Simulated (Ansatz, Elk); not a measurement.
# AlSn3B4: X-ray structure factors from the self-consistent density

Structure refinements treat a crystal as free atoms side by side. For a made-up structure of AlSn3B4 (cell and positions from a r2SCAN relaxation) the runs below show what the calculated density changes in F(hkl).

Method: DFT, PBE, all-electron APW+lo, Dirac cores, scalar-relativistic bands, static density, no spin, in Elk 11.2.3 (patched build).

The structure was built from a prototype and need not be the compound's stable phase.

## (1) Set-up

The structure is cubic, space group P-43m (No. 215). Conventional cell: a = 5.218 Å, b = 5.218 Å, c = 5.218 Å, α = 90.00°, β = 90.00°, γ = 90.00°. Nearest to Sn lie 4 B at 2.28 Å. Al has 4 B at 2.20 Å nearest. Nearest to B lie 1 Al at 2.20 Å and 3 Sn at 2.28 Å. Farther neighbours are not listed.

## (2) Ground state and structure factors

An all-electron density is needed, since X-rays see the cores too. Task 0 finds the density and task 195 Fourier-transforms it; tshift is off so that phases refer to the origin typed.

Input file elk.in:

```
tasks
  0
  195

xctype
  20

spinpol
  .false.

rgkmax
  7.0

gmaxvr
  14.0

lmaxo
  7

lmaxapw
  8

swidth
  0.002

tshift
  .false.

ramdisk
  .false.

hmaxvr
  5.5

maxscl
  120

epspot
  1e-06

sppath
  './'

avec
  9.86145012353 -0.00000000000 0.00000000000
  -0.00000000000 9.86145012353 -0.00000000000
  0.00000000000 -0.00000000000 9.86145012353

atoms
  3
  'Sn.in'
  3
  0.0000000000 0.5000000000 0.5000000000   0.000000 0.000000 0.000000
  0.5000000000 -0.0000000000 0.5000000000   0.000000 0.000000 0.000000
  0.5000000000 0.5000000000 -0.0000000000   0.000000 0.000000 0.000000
  'Al.in'
  1
  0.0000000000 -0.0000000000 -0.0000000000   0.000000 0.000000 0.000000
  'B.in'
  4
  0.2438700254 0.2438700254 0.2438700254   0.000000 0.000000 0.000000
  0.2438700254 0.7561299746 0.7561299746   0.000000 0.000000 0.000000
  0.7561299746 0.2438700254 0.7561299746   0.000000 0.000000 0.000000
  0.7561299746 0.7561299746 0.2438700254   0.000000 0.000000 0.000000

ngridk
  5 5 5
```

Started as:

```
$ OMP_NUM_THREADS=4 elk
```

Numbers of over 12 decimals in the logs are rounded to 6 here.

The program printed:

```text
┌─────────────────────────┐
│ Elk code version 11.2.3 │
└─────────────────────────┘

All units are atomic (Hartree, Bohr, etc.)

┌─────────────────────────────────────────────────┐
│ Ground-state run starting from atomic densities │
└─────────────────────────────────────────────────┘

Lattice vectors :
   9.861450124      -0.000000000       0.000000000
  -0.000000000       9.861450124      -0.000000000
   0.000000000      -0.000000000       9.861450124

Reciprocal lattice vectors :
  0.6371461832       0.000000000       0.000000000
   0.000000000      0.6371461832       0.000000000
   0.000000000       0.000000000      0.6371461832

Unit cell volume      :    959.0082595
Brillouin zone volume :   0.2586528437

Muffin-tin inner radius fraction :   0.1000000000E-01

Nuclei treated as point charges

Species : 1 (Sn)
 parameters loaded from : Sn.in
 name : tin
 nuclear charge    :   -50.00000000
 electronic charge :    50.00000000
 atomic mass :    216395.0922
 muffin-tin radius :    2.515007104
 number of radial points in muffin-tin :   1193
 inner part over the whole radius :   0.9876104744E-02
 number on inner part of muffin-tin    :    849
 approximate nuclear radius :   0.8828114845E-04
 number of mesh points to nuclear radius :    429
 atomic positions (lattice), magnetic fields (Cartesian) :
  1 :   0.00000000  0.50000000  0.50000000    0.00000000  0.00000000  0.00000000
  2 :   0.50000000  0.00000000  0.50000000    0.00000000  0.00000000  0.00000000
  3 :   0.50000000  0.50000000  0.00000000    0.00000000  0.00000000  0.00000000

Species : 2 (Al)
 parameters loaded from : Al.in
 name : aluminium
 nuclear charge    :   -13.00000000
 electronic charge :    13.00000000
 atomic mass :    49184.33496
 muffin-tin radius :    2.200000000
 number of radial points in muffin-tin :    793
 inner part over the whole radius :   0.9821194981E-02
 number on inner part of muffin-tin    :    552
 approximate nuclear radius :   0.5839653600E-04
 number of mesh points to nuclear radius :    244
 atomic positions (lattice), magnetic fields (Cartesian) :
  1 :   0.00000000  0.00000000  0.00000000    0.00000000  0.00000000  0.00000000

Species : 3 (B)
 parameters loaded from : B.in
 name : boron
 nuclear charge    :   -5.000000000
 electronic charge :    5.000000000
 atomic mass :    19707.24742
 muffin-tin radius :    1.741158764
 number of radial points in muffin-tin :    593
 inner part over the whole radius :   0.9819752994E-02
 number on inner part of muffin-tin    :    404
 approximate nuclear radius :   0.4534157419E-04
 number of mesh points to nuclear radius :    161
 atomic positions (lattice), magnetic fields (Cartesian) :
  1 :   0.24387003  0.24387003  0.24387003    0.00000000  0.00000000  0.00000000
  2 :   0.24387003  0.75612997  0.75612997    0.00000000  0.00000000  0.00000000
  3 :   0.75612997  0.24387003  0.75612997    0.00000000  0.00000000  0.00000000
  4 :   0.75612997  0.75612997  0.24387003    0.00000000  0.00000000  0.00000000

Total number of atoms per unit cell :    8
Total muffin-tin volume :    332.9520648
 ratio of muffin-tin to unit cell volume :   0.3471837301

Spin treatment :
 spin-unpolarised

Number of Bravais lattice symmetries :   48
Number of crystal symmetries         :   24
Crystal has no inversion symmetry
Complex Hermitian eigensolver will be used

k-point grid :      5     5     5
k-point offset :    0.000000000       0.000000000       0.000000000
k-point set is reduced with full crystal symmetry group
Total number of k-points :       14

Muffin-tin radius times maximum |G+k| :    7.000000000
 using average radius
Maximum |G+k| for APW functions       :    3.351355573
Maximum (1/2)|G+k|²                   :    5.615792089
Maximum |G| for potential and density :    14.00000000
Constant for pseudocharge density :    9
 order of it for each species :   16  16  16
 order of it for pair densities of each species (exact exchange by exxq0 0: 17) :   14  11   5
Radial integration step length :    1

[...]
total energy                :     -18881.650317864

Density of states at Fermi energy :    206.2456538
 (states/Hartree/unit cell)

Estimated indirect band gap :   0.1538114565E-02
 from k-point 12 to k-point 4
Estimated direct band gap   :   0.4084738931E-02
 at k-point 12

Charges :
 core                        :    102.0000000
 valence                     :    81.00000000
 interstitial                :    12.32825326
 muffin-tins (core leakage)
  species : 1 (Sn)
[...]
species : 2 (Al)
[...]
species : 3 (B)
[...]
total in muffin-tins        :    170.6717467
 total calculated charge     :    182.9977349
 total charge                :    183.0000000
 error                       :   0.2265101434E-02

RMS change in Kohn-Sham potential (target) :    2.940643023     (  0.1000000000E-05)
Absolute change in total energy (target)   :    1.180065845     (  0.1000000000E-03)

[... loops 3 to 14 left out ...]

┌──────────────────┐
│ Loop number : 15 │
└──────────────────┘

Energies :
 Fermi                       :     0.188349
 sum of occupied eigenvalues :     -11373.470910104
 electron kinetic            :      19857.133816513
 core electron kinetic       :      19072.077333988
 Coulomb                     :     -38205.556043850
 Coulomb potential           :     -30538.496220279
 nuclear-nuclear             :     -1754.2292077687
 electron-nuclear            :     -42394.320146911
 Hartree                     :      5942.9933108302
 Madelung                    :     -22936.307933710
 xc potential                :     -692.10850633817
 exchange                    :     -521.52958428149
 correlation                 :     -9.275096
 electron entropic           :    -0.20922543667852E-02
 total energy                :     -18879.229000160

Density of states at Fermi energy :    156.5743775
 (states/Hartree/unit cell)

Estimated indirect band gap :   0.3384114219E-02
 from k-point 6 to k-point 13
Estimated direct band gap   :   0.4208548874E-02
 at k-point 11

Charges :
 core                        :    102.0000000
 valence                     :    81.00000000
 interstitial                :    12.60195378
 muffin-tins (core leakage)
  species : 1 (Sn)
[...]
species : 2 (Al)
[...]
species : 3 (B)
[...]
total in muffin-tins        :    170.3980462
 total calculated charge     :    182.9979842
 total charge                :    183.0000000
 error                       :   0.2015802468E-02

RMS change in Kohn-Sham potential (target) :   0.2532293041E-06 (  0.1000000000E-05)
Absolute change in total energy (target)   :   0.8056073420E-04 (  0.1000000000E-03)

Convergence targets achieved

┌──────────────────┐
│ Loop number : 16 │
└──────────────────┘

Energies :
 Fermi                       :     0.188349
 sum of occupied eigenvalues :     -11373.470902337
 electron kinetic            :      19857.133818926
 core electron kinetic       :      19072.077334447
 Coulomb                     :     -38205.556039973
 Coulomb potential           :     -30538.496218485
 nuclear-nuclear             :     -1754.2292077687
 electron-nuclear            :     -42394.320140729
 Hartree                     :      5942.9933085246
 Madelung                    :     -22936.307930731
 xc potential                :     -692.10850277685
 exchange                    :     -521.52958414175
 correlation                 :     -9.275096
 electron entropic           :    -0.20922561841135E-02
 total energy                :     -18879.228993728

Density of states at Fermi energy :    156.5745534
 (states/Hartree/unit cell)

Estimated indirect band gap :   0.3384106912E-02
 from k-point 6 to k-point 14
Estimated direct band gap   :   0.4208534357E-02
 at k-point 11

Charges :
 core                        :    102.0000000
 valence                     :    81.00000000
 interstitial                :    12.60195381
 muffin-tins (core leakage)
  species : 1 (Sn)
[...]
species : 2 (Al)
[...]
species : 3 (B)
[...]
atom 2                    :    3.702455269     (  0.1014676492E-03)
   atom 3                    :    3.702455269     (  0.1014676492E-03)
   atom 4                    :    3.702455269     (  0.1014676492E-03)
 total in muffin-tins        :    170.3980462
 total calculated charge     :    182.9979842
 total charge                :    183.0000000
 error                       :   0.2015802502E-02

┌──────────────────────────────┐
│ Self-consistent loop stopped │
└──────────────────────────────┘

Warning : core states of species 1 leak from the muffin-tin :   0.1113681123E-03

Warning : core states of species 2 leak from the muffin-tin :   0.4720314315E-03

Warning : core states of species 3 leak from the muffin-tin :   0.1014676492E-03

Wrote STATE.OUT
```

Wall time 68 s (4 threads of Arm Neoverse V2, shared host); peak memory 0.23 GiB; 3.2 min of CPU time.

SFACRHO.OUT:

```text

h k l indices transformed by vhmat matrix:
   1.000000000       0.000000000       0.000000000    
   0.000000000       1.000000000       0.000000000    
   0.000000000       0.000000000       1.000000000    

      h      k      l  multipl.   |H|            Re(F)            Im(F)           |F|

      0      0      0      1   0.0000000       183.00000      0.25937230E-15   183.00000    
      0      0      1      6  0.63714618      -34.527433      0.10397588E-13   34.527433    
      0     -1      1     12  0.90106077      -33.764820      0.66284626E-14   33.764820    
     -1     -1     -1      4   1.1035696       136.75943       13.430470       137.41732    
      1     -1     -1      4   1.1035696       136.75943      -13.430470       137.41732    
      0      0     -2      6   1.2742924       119.80022      0.15258461E-13   119.80022    
     -1     -2      0     24   1.4247022      -30.952134     -0.95657813E-14   30.952134    
     -2      1      1     12   1.5606830      -29.650211      0.78032140       29.660477    
      1      2      1     12   1.5606830      -29.650211     -0.78032140       29.660477    
     -2      2      0     12   1.8021215       125.46607     -0.11179886E-13   125.46607    
     -2      1     -2     12   1.9114385      -27.096234     -0.63282754E-01   27.096308    
      2      1     -2     12   1.9114385      -27.096234      0.63282754E-01   27.096308    
     -3      0      0      6   1.9114385      -28.356686     -0.25786019E-13   28.356686    
      0      3     -1     24   2.0148331      -26.829587      0.17675900E-14   26.829587    
      3     -1      1     12   2.1131748       109.10164      -7.3731455       109.35049    
      1     -3     -1     12   2.1131748       109.10164       7.3731455       109.35049    
      2      2      2      4   2.2071391       99.814416     -0.54065666       99.815880    
      2      2     -2      4   2.2071391       99.814416      0.54065666       99.815880
```

Elk indexes on the primitive cell of elk.in and gives |H| = 4π sin θ/λ in inverse bohr. Below, one row stands for each form hkl of the conventional cell (m members, Friedel mates merged), F is for one primitive cell and the density is static (no thermal factor). Free-atom factors are Waasmaier and Kirfel's, and R is Σm||F|−|F'||/Σm|F|.

```csv
hkl,m,sin θ/λ (Å⁻¹),"abs F, DFT",neutral atoms,diff.,abs of complex diff.
100,6,0.096,34.527,34.635,-0.108,0.108
110,12,0.136,33.765,33.808,-0.043,0.043
111,8,0.166,137.417,137.308,+0.109,1.062
200,6,0.192,119.800,120.559,-0.759,0.759
210,24,0.214,30.952,30.924,+0.029,0.029
211,24,0.235,29.660,29.673,-0.013,0.051
220,12,0.271,125.466,125.622,-0.156,0.156
221,24,0.287,27.096,27.118,-0.021,0.026
300,6,0.287,28.357,28.370,-0.013,0.013
310,24,0.303,26.830,26.835,-0.005,0.005
311,24,0.318,109.351,109.592,-0.241,0.294
222,8,0.332,99.816,99.719,+0.097,0.546
320,24,0.345,24.314,24.327,-0.013,0.013
321,48,0.358,24.674,24.656,+0.018,0.019
400,6,0.383,105.886,106.009,-0.123,0.123
410,24,0.395,23.166,23.156,+0.011,0.011
322,24,0.395,24.225,24.187,+0.038,0.052
330,12,0.406,22.958,22.949,+0.009,0.009
```

## (3) The highest occupied states alone

An energy window below the Fermi level keeps the highest occupied states, to see at which angles they scatter; shallow core shells can lie inside it and anion s states outside. No new self-consistency is needed.

Edit elk.in of step 2 so:

```diff
@@ -1,3 +1,2 @@
 tasks
-  0
   195
@@ -40,2 +39,5 @@
 
+wsfac
+  -0.362890 0.488350
+
 sppath
```

Started as:

```
$ OMP_NUM_THREADS=4 elk
```

The program printed:

```text
┌─────────────────────────────────┐
│ Elk code version 11.2.3 started │
└─────────────────────────────────┘

Info(readinput): the functional depends on the density's gradient
 muffin-tin radial points multiplied by    2.00000
 (not where nrmtscf is given)

┌────────────────────┐
│ Current task : 195 │
└────────────────────┘
Info(checkmt): changed muffin-tin radius of species 1 (Sn) from   2.6000 to   2.5150
Info(checkmt): changed muffin-tin radius of species 3 (B) from   1.8000 to   1.7412

Info(sfacrho): density structure factors written to SFACRHO.OUT

 Energy window :  -0.3628900000      0.4883500000

┌──────────────────┐
│ Elk code stopped │
└──────────────────┘
```

Elapsed: 18 s, on 4 threads; peak memory 0.16 GiB.

States within 15 eV below the Fermi level hold 27.00 electrons; any levels below the window count with the cores. Their amplitudes can exceed the total, where window and core parts have opposite phase:

```csv
hkl,sin θ/λ (Å⁻¹),"abs F, window","abs F, all"
100,0.096,0.146,34.527
110,0.136,0.281,33.765
111,0.166,6.119,137.417
200,0.192,2.961,119.800
210,0.214,0.175,30.952
211,0.235,0.218,29.660
220,0.271,0.715,125.466
221,0.287,0.082,27.096
300,0.287,0.076,28.357
310,0.303,0.012,26.830
```

## (4) Another functional

The difference from free atoms is small, so it is set against the change that LDA (Perdew-Wang) makes.

Edit elk.in of step 3 so:

```diff
@@ -1,2 +1,3 @@
 tasks
+  0
   195
@@ -4,3 +5,3 @@
 xctype
-  20
+  3
 
@@ -39,5 +40,2 @@
 
-wsfac
-  -0.362890 0.488350
-
 sppath
```

Started as:

```
$ OMP_NUM_THREADS=4 elk
```

The program printed:

```text
┌─────────────────────────┐
│ Elk code version 11.2.3 │
└─────────────────────────┘

All units are atomic (Hartree, Bohr, etc.)

┌─────────────────────────────────────────────────┐
│ Ground-state run starting from atomic densities │
└─────────────────────────────────────────────────┘

Lattice vectors :
   9.861450124      -0.000000000       0.000000000
  -0.000000000       9.861450124      -0.000000000
   0.000000000      -0.000000000       9.861450124

Reciprocal lattice vectors :
  0.6371461832       0.000000000       0.000000000
[...]
atom 4                    :    3.691121283     (  0.1064428595E-03)
 total in muffin-tins        :    170.4686315
 total calculated charge     :    182.9979293
 total charge                :    183.0000000
 error                       :   0.2070691903E-02

┌──────────────────────────────┐
│ Self-consistent loop stopped │
└──────────────────────────────┘

Warning : core states of species 1 leak from the muffin-tin :   0.1088920139E-03

Warning : core states of species 2 leak from the muffin-tin :   0.4991780401E-03

Warning : core states of species 3 leak from the muffin-tin :   0.1064428595E-03

Wrote STATE.OUT
[key lines of the parts left out:]
total energy                :     -18861.473850896
```

Wall time 50 s (4 threads); peak memory 0.2 GiB.

Against the first run R = 0.05 %; the largest change is -0.088 at 222.

## (5) A coarser k-mesh

About half the k-points along each axis test the sampling.

Edit elk.in of step 4 so:

```diff
@@ -5,3 +5,3 @@
 xctype
-  3
+  20
 
@@ -66,2 +66,2 @@
 ngridk
-  5 5 5
+  2 2 2
```

Started as:

```
$ OMP_NUM_THREADS=4 elk
```

The program printed:

```text
┌─────────────────────────┐
│ Elk code version 11.2.3 │
└─────────────────────────┘

All units are atomic (Hartree, Bohr, etc.)

┌─────────────────────────────────────────────────┐
│ Ground-state run starting from atomic densities │
└─────────────────────────────────────────────────┘

Lattice vectors :
   9.861450124      -0.000000000       0.000000000
  -0.000000000       9.861450124      -0.000000000
   0.000000000      -0.000000000       9.861450124

Reciprocal lattice vectors :
  0.6371461832       0.000000000       0.000000000
[...]
atom 4                    :    3.707244298     (  0.1015722918E-03)
 total in muffin-tins        :    170.4086532
 total calculated charge     :    182.9980646
 total charge                :    183.0000000
 error                       :   0.1935423049E-02

┌──────────────────────────────┐
│ Self-consistent loop stopped │
└──────────────────────────────┘

Warning : core states of species 1 leak from the muffin-tin :   0.1113562629E-03

Warning : core states of species 2 leak from the muffin-tin :   0.4723401142E-03

Warning : core states of species 3 leak from the muffin-tin :   0.1015722918E-03

Wrote STATE.OUT
[key lines of the parts left out:]
total energy                :     -18879.229721940
```

Elapsed: 37 s, on 4 threads; peak memory 0.23 GiB.

Against the first run R = 0.00 %; the largest change is -0.025 at 300.

## (6) Settings against the effect

```csv
run,R against the first run (%),"R against neutral atoms, low angle (%)",wall time
"PBE, rgkmax 7",0.00,0.16,68 s
LDA (Perdew-Wang),0.05,0.17,50 s
k-mesh 2×2×2,0.00,0.17,37 s
```

## (7) What came out

| Item | Value |
| --- | --- |
| R against neutral atoms, sin θ/λ < 0.3 Å⁻¹ | 0.16 % |
| R against neutral atoms, 0.3 to 0.82 Å⁻¹ | 0.15 % |

In words: Independent neutral atoms miss the calculated amplitudes by R = 0.16 % below 0.3 Å⁻¹ and 0.15 % from there to 0.82 Å⁻¹; by shells, 0.19 % below 0.15 Å⁻¹ (2 forms), 0.16 % 0.15 to 0.3 (7 forms), 0.13 % 0.3 to 0.45 (14 forms), 0.16 % above 0.45 (75 forms). Bonding, aspherical density and the tables' own atoms all enter these figures, and the runs don't part them. The largest change of an amplitude is -0.76 electrons, at 200. R counts amplitudes alone; phases shift too. The window's part falls from 27.0 electrons at the origin to at most 0.37 between 0.45 and 0.82 Å⁻¹. Below 0.3 Å⁻¹ the changes that finished (LDA (Perdew-Wang) and k-mesh 2×2×2) move F by R = 0.03 % at most, against the 0.16 % that separates it from free atoms. The basis has no finished test. Part of the difference isn't bonding: the tables are fits to free atoms and ions calculated by other methods than this functional. Thermal motion, anomalous dispersion and extinction are left out.

[Logs are printed without paths, hosts, clocks, repeated set-up lines and the standing remarks that a program may print on its own settings, such as how far it seeks lower states.]

[Hosts, paths, dates, database ids (printed as entryN), source tags and the programs' standing remarks are cut or masked in the printed files.]
